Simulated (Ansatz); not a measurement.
**Generalised stacking fault on (111) (glide set) of a Ge-Si solid solution (72 atoms): repeated cells from small to large**

Aim: repeat one cell of generalised stacking fault on (111) (glide set) of a Ge-Si solid solution (72 atoms) to ever larger supercells at Γ and follow error, time and memory.

Method: Kohn-Sham DFT, PBE, PAW (set soft_2), plane waves, in Ansatz 0.2.0.

Report form: the programs' logs are mostly left out.

**1. The starting structure**

The cell holds 72 atoms: 51 Ge and 21 Si. Its edges and angles: a = 6.849 Å, b = 11.862 Å, c = 19.704 Å, α = 90.0°, β = 83.3°, γ = 90.0°. It derives from Ge and Si. Diamond-structure Ge lattice (a = 5.5919 Å, the value set for the mixture), cell with z along [111], 1 x 3 x 2 periods; the third cell vector is tilted by 0.333 of 1/2[11-2] and lengthened by 0.2 Å, so the cell holds one fault (glide set); displaced by a Gaussian of 0.01 Å; 21 of 72 Ge sites given to Si at random (lattice constant by Vegard's rule between Ge and Si).

What the set-up can't give: The host structure and its lattice constant were typed by rule, without a check against the phase diagram.

**2. Plane waves, typed cell on a dense mesh**

The typed cell on a k-mesh is the yardstick: it samples like Γ on the cell repeated as often as the mesh has points along each axis. Its own convergence isn't tested.

File input.yaml:

```yaml
crystal:
  lattice:
    - [6.84865, 0.0, 0.0]
    - [0.0, 11.86221, 0.0]
    - [2.28286, 0.0, 19.57091]
  atoms:
    - { symbol: Ge, position: [0.49154, 0.16762, 0.0209] }
    - { symbol: Ge, position: [0.44994, 0.16677, 0.14499] }
    - { symbol: Ge, position: [0.77068, 0.16683, 0.18546] }
    - { symbol: Si, position: [0.72874, 0.16645, 0.30862] }
    - { symbol: Si, position: [0.99378, 0.00021, 0.02095] }
    - { symbol: Ge, position: [0.95191, 0.99899, 0.14373] }
    - { symbol: Si, position: [0.26931, 0.9999, 0.18511] }
    - { symbol: Ge, position: [0.22748, 0.00087, 0.31042] }
[... 60 atom lines left out ...]
    - { symbol: Si, position: [0.88323, 0.4992, 0.8467] }
    - { symbol: Si, position: [0.84538, 0.50099, 0.96973] }
    - { symbol: Ge, position: [0.88568, 0.83368, 0.84522] }
    - { symbol: Si, position: [0.84289, 0.83374, 0.969] }
kpoints:
  mp_grid: { grid: [5, 3, 2] }
hamiltonian:
  xc: pbe
scf:
  occupations: { method: gaussian, width: 0.025 }
output:
  forces: true
  stress: true
  populations: true
  dos:
    method: { smearing: { sigma: 0.15 } }
    de: 0.1
    projected: { site_lists: { Ge: [Ge], Si: [Si] } }
  eigenvalues: true
```

Run with:

```console
$ ansatz run input.yaml --threads 4 --pin off --max-ram 15872MiB --backend cpu --events-out ev --progress --plain --runs-dir out
```

It took 20 min on 4 threads of Arm Neoverse V2, shared host; peak memory 9 GiB.

The program notes that it cut back its work space to fit the memory limit.

Read from the output:

```yaml
free_energy: -232392.5825 eV
free_energy_per_atom: -3227.6748 eV/atom
scf_cycles: 12
pressure: 2.164 GPa
r_m_s_force_component: 0.4685 eV/Å
longest_force: 1.965 eV/Å
fermi_energy: 8.214 eV
spacing_of_highest_filled_and_lowest_empty_level: 0.1652 eV
spilling_of_the_projection: 0.002215
```

The r.m.s. force component of 0.47 eV/Å sets the scale for the differences below.

**3. Plane waves, 72 atoms**

The typed cell is solved at Γ alone, the coarsest sampling of the series.

input.yaml, the sections that differ from step 2:

```yaml
kpoints:
  mp_grid: { grid: [1, 1, 1] }
output:
  forces: true
# crystal, hamiltonian, scf: as in step 2
```

Wall time 18 s (4 threads); peak memory 2.2 GiB; 68 s of CPU time.

The energy lies 93.5 meV/atom above the dense-mesh reference.

**4. Support functions, 72 atoms**

The typed cell is solved at Γ alone, now in support functions.

This step: Kohn-Sham DFT, PBE, PAW (set soft_2), localised support functions (medium) (Ansatz 0.2.0).

input.yaml: that of step 3 with these lines changed.

```diff
@@ -13,2 +13,5 @@
   occupations: { method: gaussian, width: 0.025 }
+  eigensolver: { kind: { support_functions: { accuracy: medium } } }
+  mixing: { beta: 0.4 }
+  max_iter: 150
 output:
```

Run time: 1.7 min. Hardware: 4 threads; peak memory 3.6 GiB.

The program notes that the band table was not solved further than the SCF left it and it switched symmetry off.

The energy lies 92.5 meV/atom above the dense-mesh reference, and 1.1 meV/atom below plane waves of the same size, an offset between the two bases that leaves the sampling error alike.

**5. Plane waves, 144 atoms**

The cell is repeated and solved at Γ in plane waves, whose cost grows towards the cube of the size.

This step: Kohn-Sham DFT, PBE, PAW (set soft_2), plane waves (Ansatz 0.2.0).

input.yaml, the sections that differ from step 4:

```yaml
crystal:
  lattice:
    - [6.84865, 0.0, 0.0]
    - [0.0, 11.86221, 0.0]
    - [2.28286, 0.0, 19.57091]
  atoms:
    [... the 72 atom lines of step 2 ...]
  supercell: [2, 1, 1]
scf:
  occupations: { method: gaussian, width: 0.025 }
# kpoints, hamiltonian, output: as in step 4
```

It took 96 s on 4 threads; peak memory 6.1 GiB; 6.3 min of CPU time.

It converged in 11 SCF cycles; the log is left out.

The energy lies 66.9 meV/atom above the dense-mesh reference.

**6. Support functions, 144 atoms**

The repeated cell is solved at Γ in support functions.

This step: Kohn-Sham DFT, PBE, PAW (set soft_2), localised support functions (medium) (Ansatz 0.2.0).

input.yaml: that of step 5 with these lines changed.

```diff
@@ -14,2 +14,5 @@
   occupations: { method: gaussian, width: 0.025 }
+  eigensolver: { kind: { support_functions: { accuracy: medium } } }
+  mixing: { beta: 0.4 }
+  max_iter: 150
 output:
```

The job ended after 4 min (4 threads; peak memory 6 GiB; 16 min of CPU time).

The program notes that no search for missed states was made.

The energy lies 65.8 meV/atom above the dense-mesh reference, and 1.1 meV/atom below plane waves of the same size, an offset between the two bases that leaves the sampling error alike.

**7. Cost and error against size**

Differences are against the typed cell on a 5×3×2 mesh, which samples like Γ on 2160 atoms (r.m.s. force component 0.468 eV/Å, gap 0.165 eV). Every repeated cell is solved at Γ, and forces are averaged over the copies of each atom. Hardware: 4 threads of Arm Neoverse V2, shared host.

| atoms | repeats | basis | Δ force, r.m.s. (meV/Å) | Δ energy (meV/atom) | less plane waves of the same size (meV/atom) | gap (eV) | spread among copies (meV/Å) | SCF cycles | time | host memory (GiB) |
| --- | --- | --- | --- | --- | --- | --- | --- | --- | --- | --- |
| 72 | 1×1×1 | plane waves | 206 | 93.5 | - | - | - | 11 | 18 s | 2.2 |
| 72 | 1×1×1 | support functions | 206 | 92.5 | -1.1 | 0.189 | - | 12 | 1.7 min | 3.6 |
| 144 | 2×1×1 | plane waves | 22.9 | 66.9 | - | - | 0 | 11 | 96 s | 6.1 |
| 144 | 2×1×1 | support functions | 22.9 | 65.8 | -1.1 | 0.204 | 0 | 14 | 4 min | 6.0 |

**8. The reference in detail**

With the settings judged, the reference run is read for its physics.

Length of the force by element:

| element | coordination | atoms | mean length of the force (eV/Å) | spread | least | most |
| --- | --- | --- | --- | --- | --- | --- |
| Ge | all | 51 | 0.593 | 0.399 | 0.136 | 1.96 |
| Si | all | 21 | 0.838 | 0.562 | 0.125 | 1.94 |

Löwdin charges by element (they lack the spilled electrons, 0.025 e an atom on average):

| element | coordination | atoms | mean charge (e) | spread | least | most |
| --- | --- | --- | --- | --- | --- | --- |
| Ge | all | 51 | 0.0076 | 0.0191 | -0.0567 | 0.0404 |
| Si | all | 21 | 0.0657 | 0.0219 | 0.02 | 0.101 |

Charge against the make-up of the first shell:

| Ge neighbours of Ge | atoms | mean charge (e) |
| --- | --- | --- |
| 0 | 1 | -0.057 |
| 1 | 3 | -0.03 |
| 2 | 10 | -0.01 |
| 3 | 23 | 0.012 |
| 4 | 14 | 0.027 |

States in the cell by windows of 1 eV, zero at the Fermi level; the larger projections on atomic orbitals stand beside the total:

| from (eV) | to (eV) | total | Ge p | Si p | Ge s | Si s |
| --- | --- | --- | --- | --- | --- | --- |
| -14 | -13 | 0.3 | 0.0 | 0.0 | 0.2 | 0.0 |
| -13 | -12 | 8.8 | 1.3 | 0.4 | 6.1 | 1.0 |
| -12 | -11 | 18.7 | 3.7 | 1.2 | 11.7 | 2.0 |
| -11 | -10 | 25.5 | 5.4 | 1.9 | 13.7 | 4.4 |
| -10 | -9 | 17.1 | 3.8 | 1.6 | 7.4 | 4.2 |
| -9 | -8 | 13.8 | 4.0 | 1.5 | 6.1 | 2.2 |
| -8 | -7 | 26.0 | 9.3 | 3.5 | 8.7 | 4.4 |
| -7 | -6 | 15.9 | 5.6 | 2.4 | 4.5 | 3.2 |
| -6 | -5 | 8.6 | 3.3 | 1.3 | 2.3 | 1.6 |
| -5 | -4 | 30.6 | 19.7 | 7.5 | 2.0 | 1.1 |
| -4 | -3 | 43.7 | 28.8 | 11.6 | 2.0 | 1.0 |
| -3 | -2 | 48.7 | 32.3 | 14.2 | 1.2 | 0.6 |
| -2 | -1 | 25.5 | 16.9 | 7.7 | 0.4 | 0.2 |
| -1 | 0 | 4.8 | 3.0 | 1.6 | 0.0 | 0.0 |
| 0 | 1 | 16.6 | 6.3 | 3.1 | 4.4 | 1.3 |
| 1 | 2 | 44.3 | 18.5 | 8.5 | 9.4 | 3.7 |
| 2 | 3 | 43.8 | 20.2 | 9.8 | 5.3 | 2.8 |

Between -26 and -14 eV lie 510 more states.

The levels nearest the highest filled one (over half full), pooled over k-points and spins:

| level less the highest filled one (eV) | occupation |
| --- | --- |
| -0.249 | 2 |
| -0.212 | 2 |
| -0.0678 | 2 |
| -0.0458 | 2 |
| -0.0199 | 2 |
| 0 | 2 |
| 0.165 | 0 |
| 0.217 | 0 |
| 0.242 | 0 |
| 0.260 | 0 |
| 0.268 | 0 |
| 0.283 | 0 |

Mean Löwdin charges: Ge +0.01, Si +0.07 e. Charges this small depend on the projection, at times even in sign. The charge on Ge changes by +0.019 e for each Ge neighbour that takes the place of another kind, on average.

**9. Summary of results**

| Item | Value |
| --- | --- |
| free energy per atom | -3227.6748 eV/atom |
| density | 4.485 g/cm³ |
| pressure | 2.164 GPa |
| r.m.s. force component | 0.4685 eV/Å |
| gap (highest filled to lowest empty level) | 0.1652 eV |
| wall time of the 5 DFT runs | 28 min |

Repeating the cell at Γ samples more k-points: in plane waves the energy difference from the dense mesh goes from 93.5 meV/atom at 72 atoms to 66.9 at 144, and the force difference from 206 to 23 meV/Å. At equal size the support functions lie 1.1 meV/atom below plane waves, likely because their grid holds more waves than 420 eV; no run tests this. At the largest size the support functions' forces differ from the reference by 4.9 % of the r.m.s. force, which holds the difference of sampling between the two as well as that of the basis. In some support-function runs the search for missed states was left out or partial.

Between filled and empty levels lie 0.165 eV (on the run's k-points); a semilocal functional tends to put such gaps too low.

**Limits.** The geometry was built by rule, was displaced at random and isn't relaxed at this level: its force components are 0.47 eV/Å r.m.s. The pressure of 2.2 GPa belongs to a cell and atoms that aren't relaxed at this level.

[Logs are printed without paths, hosts, clocks, repeated set-up lines and the standing remarks that a program may print on its own settings, such as how far it seeks lower states.]

[Hosts, paths, dates, database ids (printed as entryN), source tags and the programs' standing remarks are cut or masked in the printed files.]
